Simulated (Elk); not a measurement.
# Double counting and the size of U in Cr, part 2 of 2

Aim: see how the moments of Cr follow the form and size of the Hubbard term.

Elk 11.2.3 (patched build); PBEsol; all-electron APW+lo, Dirac cores, scalar-relativistic bands with second-variational spin-orbit coupling.

So far, largest spin moment in the muffin-tin sphere (μB): step 2 (No U) 1.58; step 3 (U = 3.50 eV, J = 0.90 eV on Cr d (fully localised)) 2.96; step 4 (U = 5.25 eV, J = 0.90 eV on Cr d (fully localised)) 3.36.

### Step 5. U = 3.50 eV on Cr d, Slater integrals from a Yukawa potential (fully localised)

Level of this step: PBEsol with U = 3.50 eV on Cr d, Slater integrals from a Yukawa potential; all-electron APW+lo, Dirac cores, scalar-relativistic bands with second-variational spin-orbit coupling (Elk).

Here the screening length of a Yukawa potential is fitted to the U, and J and the other Slater integrals follow from it.

The input, elk.in:

```
tasks
  0
  15

xctype
  22

rgkmax
  7.0

nempty
  12

swidth
  0.005

reducebf
  0.5

epsengy
  1e-05

maxscl
  100

lmaxi
  3

spinorb
  .true.

cmagz
  .true.

spinpol
  .true.

tmwrite
  .true.

sppath
  './'

avec
  5.61040667272 0.00000000000 0.00000000000
  0.00000000000 5.61040667272 0.00000000000
  0.00000000000 0.00000000000 5.61040667272

atoms
  1
  'Cr.in'
  2
  0.0000000000 0.0000000000 0.0000000000   0.000000 0.000000 -0.125000
  0.5000000000 0.5000000000 0.5000000000   0.000000 0.000000 0.125000

ngridk
  8 8 8

dft+u
  1 5
  1 2 0.128623
```

Command:

```bash
OMP_NUM_THREADS=2 elk
```

Numbers of over 12 decimals in the logs are rounded to 6 here.

Log:

```text
Warning(gndstate): forces or DFT+U at lmaxo under 8 : 6
  [figures from our tests cut]: type lmaxo 8 and lmaxapw 10
Warning(chksvso): spin-orbit splittings by the second variation are low [figures from our tests cut]: local-orbitals by j (lorbdm 7 and 8, zora) mend levels alone

--- INFO.OUT ---
┌─────────────────────────┐
│ Elk code version 11.2.3 │
└─────────────────────────┘

All units are atomic (Hartree, Bohr, etc.)

┌─────────────────────────────────────────────────┐
│ Ground-state run starting from atomic densities │
[...]
total in muffin-tins        :    45.75954683
 total calculated charge     :    47.99991654
 total charge                :    48.00000000
 error                       :   0.8345943871E-04

Moments :
 interstitial                :  -0.3996339924E-16
 muffin-tins
  species : 1 (Cr)
   atom 1                    :    2.981877922
   atom 2                    :   -2.981877922
 total in muffin-tins        :    0.000000000
 total moment                :  -0.3996339924E-16

┌──────────────────────────────┐
│ Self-consistent loop stopped │
└──────────────────────────────┘

Warning : forces or DFT+U at lmaxo under 8 : 6

Wrote STATE.OUT

[key lines of the parts left out:]
total energy                :     -2099.5005788484
```

It took 4.5 min on 2 threads of Arm Neoverse V2, shared host; peak memory 0.16 GiB; 8.9 min of CPU time.

Read from the output:

```
density of states at the Fermi level : 0.4545 states/eV/cell
moment between the spheres           : 0 μB
magnetization                        : 0 μB
final state                          : antiferromagnetic
largest moment                       : 2.982 μB
```

The largest spin moment is +1.40 μB from that of the first run.

FDU.OUT:

```text

   1   2 : species, l
  0.1286229948     : F^(0)
  0.2461315995     : F^(2)
  0.1996264880     : F^(4)
  0.1286229948     : U
  0.3183986339E-01 : J
   2.075606708     : screening length λ
```

In eV, for the first corrected species: U = 3.50, J = 0.87.

### Step 6. U = 3.50 eV on Cr d (around mean field), Slater integrals from a Yukawa potential

The Slater integrals follow from a Yukawa potential fitted to the U, with around-mean-field double counting.

Edit elk.in of step 5 so:

```diff
@@ -59,3 +59,3 @@
 dft+u
-  1 5
+  2 5
   1 2 0.128623
```

Command:

```bash
OMP_NUM_THREADS=2 elk
```

Log:

```text
Warning(gndstate): forces or DFT+U at lmaxo under 8 : 6
  [figures from our tests cut]: type lmaxo 8 and lmaxapw 10
Warning(chksvso): spin-orbit splittings by the second variation are low [figures from our tests cut]: local-orbitals by j (lorbdm 7 and 8, zora) mend levels alone

--- INFO.OUT ---
┌─────────────────────────┐
│ Elk code version 11.2.3 │
└─────────────────────────┘

All units are atomic (Hartree, Bohr, etc.)

┌─────────────────────────────────────────────────┐
│ Ground-state run starting from atomic densities │
[...]
total in muffin-tins        :    45.70565050
 total calculated charge     :    47.99993635
 total charge                :    48.00000000
 error                       :   0.6364626972E-04

Moments :
 interstitial                :  -0.1226183111E-16
 muffin-tins
  species : 1 (Cr)
   atom 1                    :    1.570261516
   atom 2                    :   -1.570261516
 total in muffin-tins        :    0.000000000
 total moment                :  -0.1226183111E-16

┌──────────────────────────────┐
│ Self-consistent loop stopped │
└──────────────────────────────┘

Warning : forces or DFT+U at lmaxo under 8 : 6

Wrote STATE.OUT

[key lines of the parts left out:]
total energy                :     -2099.6804389056
```

It took 5.4 min on 2 threads; peak memory 0.16 GiB.

This step gave:

```yaml
density_of_states_at_the_fermi_level: 0.7910 states/eV/cell
moment_between_the_spheres: 0 μB
magnetization: 0 μB
final_state: antiferromagnetic
largest_moment: 1.570 μB
```

The largest spin moment is -0.01 μB from that of the first run.

FDU.OUT:

```text

   1   2 : species, l
  0.1286229952     : F^(0)
  0.2470833627     : F^(2)
  0.2006849294     : F^(4)
  0.1286229952     : U
  0.3198344943E-01 : J
   2.096902383     : screening length λ
```

In eV, for the first corrected species: U = 3.50, J = 0.87.

### Step 7. U = 1.75 eV, J = 0.90 eV on Cr d (fully localised)

The same form with other values shows how far the result hangs on them.

Edit elk.in of step 6 so:

```diff
@@ -59,3 +59,3 @@
 dft+u
-  2 5
-  1 2 0.128623
+  1 1
+  1 2 0.064311 0.033074
```

Command:

```bash
OMP_NUM_THREADS=2 elk
```

Log:

```text
Warning(gndstate): forces or DFT+U at lmaxo under 8 : 6
  [figures from our tests cut]: type lmaxo 8 and lmaxapw 10
Warning(chksvso): spin-orbit splittings by the second variation are low [figures from our tests cut]: local-orbitals by j (lorbdm 7 and 8, zora) mend levels alone

--- INFO.OUT ---
┌─────────────────────────┐
│ Elk code version 11.2.3 │
└─────────────────────────┘

All units are atomic (Hartree, Bohr, etc.)

┌─────────────────────────────────────────────────┐
│ Ground-state run starting from atomic densities │
[...]
total in muffin-tins        :    45.72049890
 total calculated charge     :    47.99992360
 total charge                :    48.00000000
 error                       :   0.7640370246E-04

Moments :
 interstitial                :  -0.1016673661E-16
 muffin-tins
  species : 1 (Cr)
   atom 1                    :    2.221267478
   atom 2                    :   -2.221267478
 total in muffin-tins        :    0.000000000
 total moment                :  -0.1016673661E-16

┌──────────────────────────────┐
│ Self-consistent loop stopped │
└──────────────────────────────┘

Warning : forces or DFT+U at lmaxo under 8 : 6

Wrote STATE.OUT

[key lines of the parts left out:]
total energy                :     -2099.6081758590
```

It took 4.8 min on 2 threads; peak memory 0.16 GiB.

Numbers from this step:

```yaml
density_of_states_at_the_fermi_level: 0.5078 states/eV/cell
moment_between_the_spheres: 0 μB
magnetization: 0 μB
final_state: antiferromagnetic
largest_moment: 2.221 μB
```

The largest spin moment is +0.64 μB from that of the first run.

### Step 8. The forms together

```
                                                                     Hubbard term              state  largest spin moment (μB)  its orbital moment (μB)  CPU time
                                                                             none  antiferromagnetic                     1.578                   -0.011   6.5 min
                               U = 3.50 eV, J = 0.90 eV on Cr d (fully localised)  antiferromagnetic                     2.959                   -0.020   8.9 min
                               U = 5.25 eV, J = 0.90 eV on Cr d (fully localised)  antiferromagnetic                     3.356                   -0.021   9.2 min
  U = 3.50 eV on Cr d, Slater integrals from a Yukawa potential (fully localised)  antiferromagnetic                     2.982                   -0.020   8.9 min
U = 3.50 eV on Cr d (around mean field), Slater integrals from a Yukawa potential  antiferromagnetic                     1.570                   -0.018    11 min
                               U = 1.75 eV, J = 0.90 eV on Cr d (fully localised)  antiferromagnetic                     2.221                   -0.017   9.5 min
```

### Step 9. Results

* range of the spin moment: 1.57 to 3.36 μB
* range of the orbital moment: -0.021 to -0.011 μB

In words: Over the forms that converged the largest spin moment runs from 1.57 to 3.36 μB. Against no U, U = 3.50 eV, J = 0.90 eV on Cr d in the fully localised form raises the moment by 1.4 μB. It enlarges the orbital moment by a factor of 1.9. Total energies under different Hubbard terms can't be compared.

[Logs and program files are shortened in this print: banners, set-up blocks, solver, clock and traceback lines can be left out without a mark of their own.]

[Logs are printed without paths, hosts, clocks, repeated set-up lines and the standing remarks that a program may print on its own settings, such as how far it seeks lower states.]

[Hosts, paths, dates, database ids (printed as entryN), source tags and the programs' standing remarks are cut or masked in the printed files.]

[Where a cell is said to come from a database of computed structures, the database is the Materials Project.]
